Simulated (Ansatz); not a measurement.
# Decaying states in the gap of LaYZn2P2O2, part 2 of 3

Wanted: the relaxed cell of LaYZn2P2O2, its band edges and its decay constants. It is built by putting La for part of the Y in the YZnPO structure of space group R-3m, with the volume rescaled by atomic radii. The parent structure comes from the Materials Project.

Ansatz 0.2.0; PBE DFT, plane waves, PAW files (the session's first sound run).

So far. Step 2 (Relaxing the new crystal): The largest force component on a free atom ends at 0.0064 eV/Å.

The structure was built from a prototype and need not be the compound's stable phase.

## 3. Band edges

The energy window and the wavevectors of the next steps follow from the band edges, so these are searched first, off the mesh as well.

Contents of input.yaml:

```yaml
crystal:
  lattice:
    - [1.9879736439, 1.1477571185, 10.3284156084]
    - [-1.9879736439, 1.1477571185, 10.3284156084]
    - [0.0, -2.2955142369, 10.3284156084]
  atoms:
    - { symbol: La, position: [0.3806008436, 0.3806008436, 0.3806008436] }
    - { symbol: "Y", position: [0.6189593776, 0.6189593776, 0.6189593776] }
    - { symbol: Zn, position: [0.1980662398, 0.1980662398, 0.1980662398] }
    - { symbol: Zn, position: [0.8055805373, 0.8055805373, 0.8055805373] }
    - { symbol: P, position: [0.8878499287, 0.8878499287, 0.8878499287] }
    - { symbol: P, position: [0.115095239, 0.115095239, 0.115095239] }
    - { symbol: O, position: [0.3023661411, 0.3023661411, 0.3023661411] }
    - { symbol: O, position: [0.691481693, 0.691481693, 0.691481693] }
kpoints:
  mp_grid: { grid: [8, 8, 8] }
  band_path: { path: [VBM, CBM], npoints: 30 }
scf:
  occupations: { method: fixed }
hamiltonian:
  xc: pbe
output:
  eigenvalues: true
  write_potential: true
  write_density: true
  volumetric_format: npy
```

Launch:

```console
$ ansatz run input.yaml --threads 2 --pin off --max-ram 4096MiB --backend cpu --events-out ev --progress --plain --runs-dir out
```

Numbers of over 12 decimals in the logs are rounded to 6 here.

Log:

```text
[...]
Crystal: 8 atoms, lattice volume = 141.399 Å³
Basis set: ecut = 420 eV, 2783 PW (Γ), FFT grids on a1−a2, a2, −a2+a3
Bands: 42, of which v1, the nominal top of the filled ones, is band 34 counted from 1 (33 counted from 0)
Symmetry: 6 space group operations
[...]
k-points: 65 of 512 (time reversal used)
[...]
SCF iter   1: F=—  HF=-19393.140428 eV  |F-HF|=—  |Δ(HF+E_count)|=         —  Δρ=2.39e-3  dr2=9.18e-3  ethr=1.77e-3  ⟨swp⟩=7.1  Hψ=10807  notcnv=0  defer=368
[...]
SCF iter   8: F=-19393.142019 eV  HF=-19393.142019 eV  |F-HF|=2.20e-8  |Δ(HF+E_count)|=   5.91e-7  Δρ=4.43e-6  dr2=3.36e-8  ethr=1.47e-10  ⟨swp⟩=13.4  Hψ=16214  notcnv=0
SCF 1 converged in 8 iterations: F = -19393.142019 eV  dr2 = 3.36e-8
[...]
NSCF: frozen V_eff on 32 k-points
[...]
SCF converged after 8 iterations
Free energy (F): -19393.142019 eV
[...]
Internal energy: -19393.142019 eV  (E = F + TS)
E sigma→0 (E₀):  -19393.142019 eV
Fermi energy:    9.972279 eV
[...]
--- Band table (eV; the first three rows and the last of 65) ---
  k-point 0: bands = [... 30 lower, 9.2888, 9.2888, 9.9221, 9.9221, 11.3328, 11.4312, 12.5633, 12.6669, ... 4 higher]
  k-point 1: bands = [... 30 lower, 8.9446, 9.0092, 9.2155, 9.7014, 11.5335, 11.9704, 12.5733, 12.6732, ... 4 higher]
  k-point 2: bands = [... 30 lower, 7.8640, 8.3196, 8.9782, 9.2604, 11.7048, 12.1553, 12.4828, 12.7171, ... 4 higher]
  k-point 64: bands = [... 30 lower, 9.2690, 9.2690, 9.9723, 9.9723, 11.2637, 11.8398, 12.4640, 12.6103, ... 4 higher]
```

Wall time 49 s (2 threads of Arm Neoverse V2, shared host); peak memory 0.58 GiB.

The column dr2 measures how far the density is from self-consistency, as an energy; F and HF (Harris–Foulkes) agree once it is small.

Numbers from this step:

```yaml
free_energy: -19393.1420 eV
fermi_energy: 9.972 eV
gap_on_the_k_mesh: 1.291 eV
gap_on_path: 1.291 eV, by band count; negative where bands overlap
direct_gap_on_path: 1.291 eV
edge_places_on_path: 0, 0 1/A along the path
```

Levels at VBM (eV): -7.29, -7.29, -7.20, -7.20, -7.02, -6.97, -6.97, -6.82, -6.70, -6.70, -4.90, -4.62, -4.62, -4.54, -4.07, -4.07, -2.56, -1.18, -0.70, -0.70, 0.00, 0.00, 1.29, 1.87, 2.49, 2.64, 2.64, 2.71, 2.71, 3.09.

The searched edges give 1.29 eV, as on the mesh.

## 4. Decaying states in the gap, plane (001)

This step: PBE DFT, plane waves, PAW files; complex bands by layer matching along the plane's normal (Ansatz 0.2.0).

The same crystal is laid in a cell whose first two vectors span the (001) plane (indices of the standard conventional cell, whose axes can be ordered otherwise than in the bulk input). At fixed energy and wavevector in the plane the solver finds all kz, real and complex. A few wavevectors are listed, (0, 0) and (0.5, 0) in units of the plane's reciprocal vectors; the slowest state needn't be among them.

Contents of input.yaml:

```yaml
crystal:
  lattice:
    - [3.975947288, 0.0, 0.0]
    - [1.987973644, 3.443271355, 0.0]
    - [1.987973644, -1.147757118, 10.328415608]
  atoms:
    - { symbol: La, position: [0.7612016872, 0.6193991564, 0.8581974692] }
    - { symbol: "Y", position: [0.2379187552, 0.3810406224, 0.1431218672] }
    - { symbol: Zn, position: [0.3961324796, 0.8019337602, 0.4058012806] }
    - { symbol: Zn, position: [0.6111610746, 0.1944194627, 0.5832583881] }
    - { symbol: P, position: [0.7756998574, 0.1121500713, 0.3364502139] }
    - { symbol: P, position: [0.230190478, 0.884904761, 0.654714283] }
    - { symbol: O, position: [0.6047322822, 0.6976338589, 0.0929015767] }
    - { symbol: O, position: [0.382963386, 0.308518307, 0.925554921] }
kpoints:
  mp_grid: { grid: [8, 8, 8] }
scf:
  occupations: { method: fixed }
hamiltonian:
  xc: pbe
output:
  eigenvalues: true
  transmission:
    leads: [[0, 0]]
    kpoints: [[0.0, 0.0], [0.5, 0.0]]
    e_range: [-1.0, 2.29]
    de: 0.08
```

Log:

```text
[...]
Crystal: 8 atoms, lattice volume = 141.399 Å³
Basis set: ecut = 420 eV, 2783 PW (Γ)
Bands: 42, of which v1, the nominal top of the filled ones, is band 34 counted from 1 (33 counted from 0)
Symmetry: 6 space group operations
[...]
k-points: 65 of 512 (time reversal used)
[...]
SCF iter   1: F=—  HF=-19393.140377 eV  |F-HF|=—  |Δ(HF+E_count)|=         —  Δρ=2.39e-3  dr2=9.11e-3  ethr=1.77e-3  ⟨swp⟩=7.1  Hψ=10803  notcnv=0  defer=369
[...]
SCF iter   8: F=-19393.142019 eV  HF=-19393.142019 eV  |F-HF|=2.12e-8  |Δ(HF+E_count)|=   5.74e-7  Δρ=4.48e-6  dr2=3.40e-8  ethr=1.47e-10  ⟨swp⟩=13.4  Hψ=16447  notcnv=0
SCF 1 converged in 8 iterations: F = -19393.142019 eV  dr2 = 3.40e-8
[...]
transmission: 16 of 32 steps passed
transmission: 32 of 32 steps passed
SCF converged after 8 iterations
Free energy (F): -19393.142019 eV
[...]
Internal energy: -19393.142019 eV  (E = F + TS)
E sigma→0 (E₀):  -19393.142019 eV
Fermi energy:    9.972279 eV
[...]
--- Band table (eV; the first three rows and the last of 65) ---
  k-point 0: bands = [... 30 lower, 9.2888, 9.2888, 9.9221, 9.9221, 11.3328, 11.4312, 12.5633, 12.6669, ... 4 higher]
  k-point 1: bands = [... 30 lower, 9.2857, 9.2857, 9.9295, 9.9295, 11.3306, 11.4703, 12.5915, 12.6651, ... 4 higher]
  k-point 2: bands = [... 30 lower, 9.2786, 9.2786, 9.9473, 9.9473, 11.3045, 11.5977, 12.6027, 12.6549, ... 4 higher]
  k-point 64: bands = [... 30 lower, 7.2159, 7.4569, 8.0236, 8.2564, 11.5821, 12.1296, 12.5348, 12.6607, ... 4 higher]
--- Transmission ---
  basis      : 121 plane waves across, 16 finite elements along
  points     : 2, as listed
  energies   : 42 from -1.000000 to 2.280000 eV about the Fermi level, 0.080000 eV apart; the leads are filled to 0.645728 eV, and channels, transmission and decay are at 0.680000 eV
  crystal 0  : O2Y1P2Zn2La1, at the sites [0, 0], period 10.3284 Å: whole cells are its period
    offset         : up to 0.0000 Å between an atom of the period and one for which it stands
    channels       : 0.000000e0 a spin
    conductance    : none, the energies end too early or step too widely for 300 K: set another output.transmission.e_range or a lower de, or, where they end at an eighth of basis.ecutwfc, a higher one
    slowest decay  : 0.2184 /Å at (0.0000, 0.0000)
```

Elapsed: 31 s, on 2 threads; peak memory 0.58 GiB; 54 s of CPU time.

This step gave:

| Item | Value |
| --- | --- |
| level to which the leads are filled | 0.6457 eV from the Fermi level |
| decay constant at the filling level, zone centre | 0.2184 Å⁻¹ |
| decay constant at the filling level, slowest listed point | 0.2184 Å⁻¹ |

K parallel (0, 0); values up to 1.5 1/Å, a degenerate pair printed once or twice; energies at which all values exceed this have no row. Table of Im kz of the slowest decaying states by energy, zero at the highest filled level on the SCF mesh:

| energy (eV) | decay 1 (Å⁻¹) | decay 2 (Å⁻¹) | decay 3 (Å⁻¹) | decay 4 (Å⁻¹) |
| --- | --- | --- | --- | --- |
| -1.00 | 0.506 | 0.669 | 0.836 | - |
| -0.76 | 0.0497 | 0.272 | 0.697 | 0.819 |
| -0.52 | 0.152 | 0.289 | 0.704 | 0.798 |
| -0.28 | 0.194 | 0.276 | 0.701 | 0.774 |
| -0.04 | 0.217 | 0.687 | 0.694 | 0.806 |
| 0.20 | 0.228 | 0.281 | 0.588 | 0.683 |
| 0.44 | 0.229 | 0.346 | 0.509 | 0.668 |
| 0.60 | 0.223 | 0.369 | 0.459 | 0.657 |
| 0.84 | 0.205 | 0.377 | 0.388 | 0.638 |
| 1.08 | 0.170 | 0.273 | 0.395 | 0.617 |
| 1.32 | 0.0929 | 0.393 | 0.592 | 0.818 |
| 1.56 | 0.176 | 0.383 | 0.565 | 0.802 |
| 1.80 | 0.208 | 0.364 | 0.535 | 0.784 |
| 2.04 | 0.0863 | 0.202 | 0.333 | 0.502 |
| 2.28 | 0.0950 | 0.172 | 0.281 | 0.465 |

K parallel (0.5, 0); values up to 1.5 1/Å, a degenerate pair printed once or twice; energies at which all values exceed this have no row. The Im kz of the slowest decaying states by energy, zero at the highest filled level on the SCF mesh:

| energy (eV) | decay 1 (Å⁻¹) | decay 2 (Å⁻¹) | decay 3 (Å⁻¹) | decay 4 (Å⁻¹) |
| --- | --- | --- | --- | --- |
| -1.00 | 0.253 | 0.298 | 0.622 | 1.15 |
| -0.84 | 0.271 | 0.368 | 0.604 | 1.15 |
| -0.68 | 0.284 | 0.414 | 0.584 | 1.14 |
| -0.52 | 0.294 | 0.448 | 0.565 | 1.13 |
| -0.36 | 0.301 | 0.476 | 0.544 | 1.12 |
| -0.20 | 0.306 | 0.499 | 0.523 | 1.11 |
| -0.04 | 0.309 | 0.500 | 0.520 | 1.10 |
| 0.12 | 0.310 | 0.476 | 0.538 | 1.08 |
| 0.28 | 0.309 | 0.451 | 0.555 | 1.07 |
| 0.44 | 0.306 | 0.423 | 0.571 | 1.05 |
| 0.60 | 0.302 | 0.392 | 0.587 | 1.03 |
| 0.84 | 0.291 | 0.336 | 0.613 | 0.998 |
| 1.00 | 0.283 | 0.285 | 0.633 | 0.968 |
| 1.16 | 0.208 | 0.274 | 0.661 | 0.929 |
| 1.32 | 0.267 | 0.710 | 0.867 | 1.11 |
| 1.48 | 0.259 | 0.781 | 1.09 | 1.28 |
| 1.64 | 0.0773 | 0.247 | 0.771 | 1.07 |
| 1.80 | 0.231 | 0.708 | 0.814 | 1.05 |
| 1.96 | 0.215 | 0.611 | 0.885 | 1.03 |
| 2.12 | 0.202 | 0.549 | 0.916 | 1.01 |
| 2.28 | 0.0252 | 0.181 | 0.492 | 0.933 |

At the listed wavevectors the last open channel is at -0.04 eV and the next at +1.32 eV on the grid. At +0.68 eV, the grid energy nearest the filling level (the middle of the gap on the SCF mesh), the slowest state at the listed wavevectors decays with κ = 0.218 Å⁻¹, its amplitude falling by e over 4.6 Å. Through 1 nm of this crystal that state's transmission falls by exp(−2 × 0.218 Å⁻¹ × 10 Å) = 0.013.

## 5. Decay over the two-dimensional zone

The listed points could miss the slowest state, so one energy near mid-gap is solved on a mesh of 10×10.

input.yaml, as its differences from that of step 4:

```diff
@@ -22,6 +22,2 @@
   eigenvalues: true
-  transmission:
-    leads: [[0, 0]]
-    kpoints: [[0.0, 0.0], [0.5, 0.0]]
-    e_range: [-1.0, 2.29]
-    de: 0.08
+  transmission: { leads: [[0, 0]], kmesh: [10, 10], e_range: [0.65, 0.66], de: 0.05 }
```

Log:

```text
[...]
Crystal: 8 atoms, lattice volume = 141.399 Å³
Basis set: ecut = 420 eV, 2783 PW (Γ)
Bands: 42, of which v1, the nominal top of the filled ones, is band 34 counted from 1 (33 counted from 0)
Symmetry: 6 space group operations
[...]
k-points: 65 of 512 (time reversal used)
[...]
SCF iter   1: F=—  HF=-19393.140377 eV  |F-HF|=—  |Δ(HF+E_count)|=         —  Δρ=2.39e-3  dr2=9.11e-3  ethr=1.77e-3  ⟨swp⟩=7.1  Hψ=10803  notcnv=0  defer=369
[...]
SCF iter   8: F=-19393.142019 eV  HF=-19393.142019 eV  |F-HF|=2.12e-8  |Δ(HF+E_count)|=   5.74e-7  Δρ=4.48e-6  dr2=3.40e-8  ethr=1.47e-10  ⟨swp⟩=13.4  Hψ=16447  notcnv=0
SCF 1 converged in 8 iterations: F = -19393.142019 eV  dr2 = 3.40e-8
[...]
transmission: 45 of 210 steps passed
transmission: 90 of 210 steps passed
[...]
transmission: 210 of 210 steps passed
SCF converged after 8 iterations
Free energy (F): -19393.142019 eV
[...]
Internal energy: -19393.142019 eV  (E = F + TS)
E sigma→0 (E₀):  -19393.142019 eV
Fermi energy:    9.972279 eV
[...]
--- Band table (eV; the first three rows and the last of 65) ---
  k-point 0: bands = [... 30 lower, 9.2888, 9.2888, 9.9221, 9.9221, 11.3328, 11.4312, 12.5633, 12.6669, ... 4 higher]
  k-point 1: bands = [... 30 lower, 9.2857, 9.2857, 9.9295, 9.9295, 11.3306, 11.4703, 12.5915, 12.6651, ... 4 higher]
  k-point 2: bands = [... 30 lower, 9.2786, 9.2786, 9.9473, 9.9473, 11.3045, 11.5977, 12.6027, 12.6549, ... 4 higher]
  k-point 64: bands = [... 30 lower, 7.2159, 7.4569, 8.0236, 8.2564, 11.5821, 12.1296, 12.5348, 12.6607, ... 4 higher]
--- Transmission ---
  basis      : 121 plane waves across, 15 finite elements along
  points     : 14, standing for a mesh of 10 x 10
  energies   : 1 from 0.650000 to 0.650000 eV about the Fermi level; the leads are filled to 0.645728 eV, and channels, transmission and decay are at 0.650000 eV
[...]
channels       : 0.000000e0 a spin
    conductance    : none, crystal 0 has no channel at the energies, or these end too early or step too widely for 300 K: set another output.transmission.e_range or a lower de, or, where they end at an eighth of basis.ecutwfc, a higher one
    slowest decay  : 0.2203 /Å at (0.0000, 0.0000)
```

Elapsed: 26 s, on 2 threads; peak memory 0.6 GiB; 52 s of CPU time.

Numbers from this step:

| Quantity | Value |
| --- | --- |
| least decay constant on the mesh | 0.2203 Å⁻¹ |

Slowest decay constant (1/Å; 0 where a channel is open) over k1 and k2. At 0.6500 eV from the Fermi level.

Ten even steps from '_' (0.220) to '@' (0.355):
```
****++******##@@##**
##++++####**####**##
##**##@@##**%%**##@@
****####%%====%%####
++******==__==******
**####%%====%%####**
##@@##**%%**##@@##**
####**####**####++++
****##@@##******++**
++**####**++**####**
```
Columns: k1 (b1) from -0.5 to 0.4; rows upwards: k2 (b2) from -0.5 to 0.4.

The least value on the mesh is 0.220 Å⁻¹ at +0.65 eV. At that energy the listed points give about 0.220 Å⁻¹ by interpolation, so the mesh holds no clearly slower state.

(Continued in part 3 of 3.)

[Logs are printed without paths, hosts, clocks, repeated set-up lines and the standing remarks that a program may print on its own settings, such as how far it seeks lower states.]

[Hosts, paths, dates, database ids (printed as entryN), source tags and the programs' standing remarks are cut or masked in the printed files.]
